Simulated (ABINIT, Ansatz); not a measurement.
An input for ABINIT 10.8.3 (CaSnF4 (P4/mmm)):

```
acell 3*1.0 Angstrom
rprim 
  4.004548000000 0.000000000000 0.000000000000
  0.000000000000 4.004548000000 0.000000000000
  0.000000000000 0.000000000000 5.780467000000
ntypat 3
znucl 20 50 9
natom 6
typat 1 2 3 3 3 3
xred 
  0.000000000000 0.000000000000 0.500000000000
  0.500000000000 0.500000000000 0.000000000000
  0.500000000000 0.000000000000 0.265738000000
  0.500000000000 0.000000000000 0.734262000000
  0.000000000000 0.500000000000 0.734262000000
  0.000000000000 0.500000000000 0.265738000000
pp_dirpath "pseudos"
pseudos "Ca.upf, Sn.upf, F.upf"
ecut 38
ngkpt 2 2 1
nshiftk 1
shiftk 0 0 0
kptopt 1
chksymbreak 0
iscf -2
irdden 1
istwfk *1
nband 99
nbdbuf 8
tolwfr 1e-09
nstep 60
prtvol 0
indata_prefix "in"
outdata_prefix "out"
tmpdata_prefix "tmp"
```

```sh
OMP_NUM_THREADS=1 mpirun -n 3 abinit run.abi > log
```

Q: Estimate wall time and host memory on 3 MPI ranks of Arm Neoverse V1, shared host.

It took 24 s; on shared hardware allow 12 s to 49 s. Peak host memory was 0.27 GiB.

[Paths, hosts, dates, memory and timing lines, banners, echoed tables and standing remarks are left out of the program output.]

[Logs are printed without paths, hosts, clocks, repeated set-up lines and the standing remarks that a program may print on its own settings, such as how far it seeks lower states.]

[Runs of the session that timed out or met a known fault of the program may be left out.]

[Hosts, paths, dates, database ids (printed as entryN), source tags and the programs' standing remarks are cut or masked in the printed files.]

[G0W0 gaps are taken among the corrected bands and points alone; a level outside them can change the order at an edge.]

[Where Ansatz stands beside ABINIT at settings called matched, ABINIT's density can come from a denser mesh and the files from another edition; pairs whose starting gaps differed by over 0.03 eV were left out, so agreement reads better than it is.]
